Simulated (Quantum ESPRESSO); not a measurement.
## MnCuAs: energy over the lowest against total spin moment, fitted and tested on a withheld row

System: MnCuAs, 2 Cu, 2 Mn and 2 As in the cell, space group P4/nmm. Cell as run: a = 3.820, b = 3.820, c = 6.318 Å, angles 90.0, 90.0, 90.0°, 6 atoms. From the study “Fixed-spin-moment curve of MnCuAs”.

Method: PBE; plane waves with GBRV 1.5 PBE potentials (Quantum ESPRESSO 7.5). Settings shared by all rows: cutoff 544.23 eV, 8×8×8 k-mesh, fermi-dirac occupations, smearing width 0.05 eV. All runs start parallel; opposed orders may lie lower.

Computed values, one withheld:

```
total spin moment (μB a cell)  energy over the lowest (meV a cell)
                            0                                    ?
                        1.179                                 2221
                        2.357                                 1861
                        3.536                                 1412
                        4.714                                  909
                        5.893                                  439
                        7.071                                   87
                       7.8571                                    0
                         8.25                                   23
                        9.429                                  347
                       10.607                                 1404
```

**Question.** Choose a law, fit it, and give the withheld energy over the lowest (total spin moment = 0 μB a cell).

**Law.** Time reversal makes the energy at fixed moment even in the moment, so it is expanded as a Landau series in M². In symbols, E = c0 + c2 M² + c4 M⁴ + c6 M⁶, with energy over the lowest in meV a cell.

**Fit.** Least squares on 10 rows gives c0 = 2281.65, c2 = -75.023, c4 = 0.63393 and c6 = -3.3337e-4.

| total spin moment (μB a cell) | computed | fit | computed − fit |
| --- | --- | --- | --- |
| 1.179 | 2221 | 2178.6 | 42.4 |
| 2.357 | 1861 | 1884.4 | -23.4 |
| 3.536 | 1412 | 1442.1 | -30.1 |
| 4.714 | 909 | 923.9 | -14.9 |
| 5.893 | 439 | 426.8 | 12.2 |
| 7.071 | 87 | 73.7 | 13.3 |
| 7.8571 | 0 | -12.3 | 12.3 |
| 8.25 | 23 | 7.0 | 16.0 |
| 9.429 | 347 | 388.1 | -41.1 |
| 10.607 | 1404 | 1390.5 | 13.5 |

The fit has a minimum at M = 7.89 μB a cell. 

**Prediction.** At total spin moment = 0 μB a cell the law predicts 2281.7 meV a cell. The computed value is 2559 meV a cell, 277.3 above the prediction (12.2 % of it). The row lies beyond the fitted rows, so this is an extrapolation. The miss is 11 times the rms residual of the fit, 24.7.

So the prediction fails: the law follows the fitted rows but not this one.

[Logs and program files are shortened in this print: banners, set-up blocks, solver, clock and traceback lines can be left out without a mark of their own.]

[Logs are printed without paths, hosts, clocks, repeated set-up lines and the standing remarks that a program may print on its own settings, such as how far it seeks lower states.]

[Hosts, paths, dates, database ids (printed as entryN), source tags and the programs' standing remarks are cut or masked in the printed files.]

[Where a cell is said to come from a database of computed structures, the database is the Materials Project.]
